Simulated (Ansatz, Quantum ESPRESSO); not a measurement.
# Lattice dynamics of LiCl (Fm-3m) in two programs, part 2 of 2

How does LiCl (Fm-3m) vibrate, and is this structure a minimum?

Quantum ESPRESSO 7.5; DFT LDA, scalar-relativistic, plane waves, JTH PAW pseudopotentials.

So far, lowest frequency on the path (cm⁻¹): step 13 (the dispersion under another sum rule (asr no)) 0.477. The relaxed cell has a = 4.972 Å (conventional setting).

The database entry behind the starting cell differs from later determinations by our own check (0.1 to 0.3 % short, probably kX units), so it need not match the best structure at ambient conditions.

## (14) A changed mass

Force constants don't depend on the masses, so an isotope effect costs no new response.

matdyn.in reads:

```
&input
   asr = 'crystal'
   flfrc = 'x.fc'
   flfrq = 'x.freq'
   flvec = 'x.modes'
   q_in_band_form = .true.
   q_in_cryst_coord = .true.
   amass(1) = 13.88
   amass(2) = 35.45
/
8
  0.0000000   0.0000000   0.0000000   8  ! GAMMA
 -0.0000000   0.5000000   0.5000000   8  ! X
 -0.0000000   0.6250000   0.3750000   1  ! U
 -0.3750000   0.3750000  -0.0000000   8  ! K
  0.0000000   0.0000000   0.0000000   8  ! GAMMA
 -0.0000000   0.5000000  -0.0000000   8  ! L
 -0.2500000   0.5000000   0.2500000   8  ! W
 -0.0000000   0.5000000   0.5000000   1  ! X
```

The run is started by

```bash
$ matdyn.x -in matdyn.in > matdyn.out
```

It took 0.6 s on 1 thread of Intel Xeon Platinum 8375C at 2.90GHz (Ice Lake), shared host.

This step gave:

```yaml
lowest_frequency_on_the_path: 0 cm⁻¹
```

Matdyn.x, sum rule crystal. Phonon branches along the path, in cm⁻¹:

| point | branch 1 | branch 2 | branch 3 | branch 4 | branch 5 | branch 6 |
| --- | --- | --- | --- | --- | --- | --- |
| Γ | 0 | 0 | 0 | 175 | 175 | 314 |
| halfway | 89 | 89 | 158 | 183 | 183 | 253 |
| X | 115 | 115 | 166 | 191 | 191 | 217 |
| halfway | 119 | 133 | 165 | 188 | 198 | 215 |
| U | 128 | 160 | 170 | 180 | 209 | 212 |
| jump to K | 128 | 160 | 170 | 180 | 209 | 212 |
| halfway | 104 | 106 | 160 | 164 | 190 | 286 |
| Γ | 0 | 0 | 0 | 175 | 175 | 314 |
| halfway | 85 | 85 | 144 | 173 | 173 | 309 |
| L | 126 | 126 | 166 | 166 | 214 | 296 |
| halfway | 136 | 150 | 166 | 177 | 210 | 246 |
| W | 150 | 150 | 163 | 195 | 204 | 204 |
| halfway | 128 | 140 | 164 | 194 | 195 | 213 |
| X | 115 | 115 | 166 | 191 | 191 | 217 |

The top of the path falls from 418 to 314 cm⁻¹, a ratio of 0.75; a mode of that atom alone would give 0.71.

## (15) The same in Ansatz

The same cell goes through another code, with its own cutoff. The potentials differ. Its k mesh is centred on Γ.

This step: DFT LDA, scalar-relativistic, plane waves, PseudoDojo norm-conserving pseudopotentials (Ansatz 0.2.0).

input.yaml reads:

```yaml
crystal:
  lattice:
    - [-2.4858986456, 0.0, 2.4858986456]
    - [0.0, 2.4858986456, 2.4858986456]
    - [-2.4858986456, 2.4858986456, 0.0]
  atoms:
    - { symbol: Li, position: [0.0, 0.0, 0.0] }
    - { symbol: Cl, position: [0.5, 0.5, 0.5] }
kpoints:
  mp_grid: { grid: [8, 8, 8] }
hamiltonian:
  xc: lda
  pseudopotentials: { kind: nc, accuracy: standard }
scf:
  occupations: { method: fixed }
output:
  eigenvalues: true
phonons:
  method: dfpt
  dielectric: true
  rigid_motions: translations
  qmesh: [4, 4, 4]
  temperatures: { t_max: 1000, t_step: 50 }
  qpath:
    path:
      - [[0.0, 0.0, 0.0], [0.0, 0.5, 0.5], [0.0, 0.625, 0.375]]
      - [[-0.375, 0.375, 0.0], [0.0, 0.0, 0.0], [0.0, 0.5, 0.0], [-0.25, 0.5, 0.25], [0.0, 0.5, 0.5]]
    npoints: 12
```

The run is started by

```bash
$ ansatz run input.yaml --threads 2 --pin off --max-ram 4096MiB --backend cpu --events-out ev --progress --plain --runs-dir out
```

The job ended after 1.7 min (2 threads; peak memory 1.2 GiB; 3.4 min of CPU time).

Numbers from this step:

| Property | Result |
| --- | --- |
| gap on the k-mesh | 6.489 eV |
| sum-rule residual before enforcement | 3.70e-4 eV/Å² |
| miss of the charge sum rule | 2.55e-5 e |
| mean frequency | 209.5 cm⁻¹ |
| Debye temperature (second moment) | 415 K |
| logarithmic mean frequency | 194.6 cm⁻¹ |
| highest optical zone-centre mode (no LO-TO term) | 225.6 cm⁻¹ |
| lowest optical zone-centre mode | 225.6 cm⁻¹ |
| mean high-frequency dielectric constant | 3.179 |
| largest Born charge in size (third of the trace) | 1.167 e |
| mean static dielectric constant | 10.56 |
| highest mode moved by the LO-TO term | 411.1 cm⁻¹ |
| lowest mode on the q mesh (acoustic ones at the zone centre apart) | 88.79 cm⁻¹ |
| zero-point energy per atom | 38.96 meV |

Transverse modes. Infrared lines, with heights relative to the strongest:

| position (cm⁻¹) | label | IR intensity ((D/Å)²/amu), degenerate modes summed, relative |
| --- | --- | --- |
| 226 | T1u | 100 |

## (16) Side by side: QE JTH and Ansatz, PseudoDojo

Numbers from this step:

```yaml
root_mean_square_difference: 2.5 cm⁻¹
largest_difference: 4.19 cm⁻¹
root_mean_square_difference_on_the_path: 2.4 cm⁻¹
largest_difference_on_the_path: 4.2 cm⁻¹
```

The 12 of 45 modes that differ most. Frequencies side by side:

| q (reciprocal lattice) | mode | QE JTH (cm⁻¹) | Ansatz, PseudoDojo (cm⁻¹) |
| --- | --- | --- | --- |
| 0 0 0 | 4 | 229.3 | 225.6 |
| 0 0 0 | 5 | 229.3 | 225.6 |
| 0 0 0 | 6 | 229.3 | 225.6 |
| 0 0.25 0.25 | 4 | 237.7 | 233.8 |
| 0 0.25 0.25 | 5 | 237.7 | 233.8 |
| 0 0.25 -0.5 | 5 | 250 | 246.5 |
| 0 0.25 -0.25 | 5 | 249 | 245.2 |
| 0 -0.5 -0.5 | 4 | 242.9 | 238.9 |
| 0 -0.5 -0.5 | 5 | 242.9 | 238.9 |
| 0 -0.5 -0.5 | 6 | 266.6 | 262.5 |
| 0.25 -0.5 -0.25 | 4 | 256.7 | 252.6 |
| 0.25 -0.5 -0.25 | 5 | 256.7 | 252.6 |

The two runs side by side. Further quantities:

| quantity | QE JTH | Ansatz, PseudoDojo |
| --- | --- | --- |
| mean ε∞ | 3.184 | 3.179 |
| largest Born charge in size (e; the first before, the second after the charge sum rule) | 1.168 | 1.167 |

At the solved wavevectors the largest difference (acoustic modes at Γ apart) is 1 % of the highest mode.

## (17) What came out

| Item | Value |
| --- | --- |
| space group after relaxation | Fm-3m |
| volume per atom | 15.4 Å³ |
| gap on the k-mesh | 6.48 eV |
| highest optical zone-centre mode (no LO-TO term) | 229.3 cm⁻¹ |
| highest mode moved by the LO-TO term | 411.5 cm⁻¹ |
| mean high-frequency dielectric constant | 3.18 |
| largest Born charge in size (third of the trace) | 1.17 e |
| mean static dielectric constant | 10.3 |
| q mesh | 4×4×4 |
| lowest mode on the q mesh (acoustic ones at the zone centre apart) | 89.4 cm⁻¹ |
| zero-point energy per atom | 39.2 meV |
| heat capacity at 300 K | 22.7 J/(mol atoms K) |
| vibrational entropy at 300 K | 27.7 J/(mol atoms K) |
| imaginary modes on the q mesh | none |
| largest difference from Ansatz, PseudoDojo | 4.19 cm⁻¹ |

In words: LiCl (Fm-3m) is dynamically stable on the 4×4×4 mesh; its spectrum reaches 418 cm⁻¹. At the LDA level the optical modes of LiCl (Fm-3m) at the zone centre (no LO-TO term) lie at 229 cm⁻¹. Along the directions run, the highest mode that the macroscopic field moves lies at 411 cm⁻¹. Lattice motion raises the mean dielectric constant from 3.184 to 10.25. The Born charge of Cl is -1.168 e against a formal charge of -1, somewhat above it. The Lyddane-Sachs-Teller relation holds: (ωLO/ωTO)² is 3.22 and ε₀/ε∞ is 3.22. QE JTH and Ansatz, PseudoDojo differ by 2.5 cm⁻¹ in the root mean square and by 4.2 cm⁻¹ at most, 1.0 % of the highest mode compared (acoustic modes at Γ left out; ph.x's values are those before the sum rule); the two use different potentials, and the cell was not relaxed for the second set. These are harmonic frequencies at zero temperature: anharmonic shifts and linewidths and thermal expansion are left out.

[Host names and launcher messages were left out of these logs when they were recorded.]

[Logs are printed without paths, hosts, clocks, repeated set-up lines and the standing remarks that a program may print on its own settings, such as how far it seeks lower states.]

[Hosts, paths, dates, database ids (printed as entryN), source tags and the programs' standing remarks are cut or masked in the printed files.]
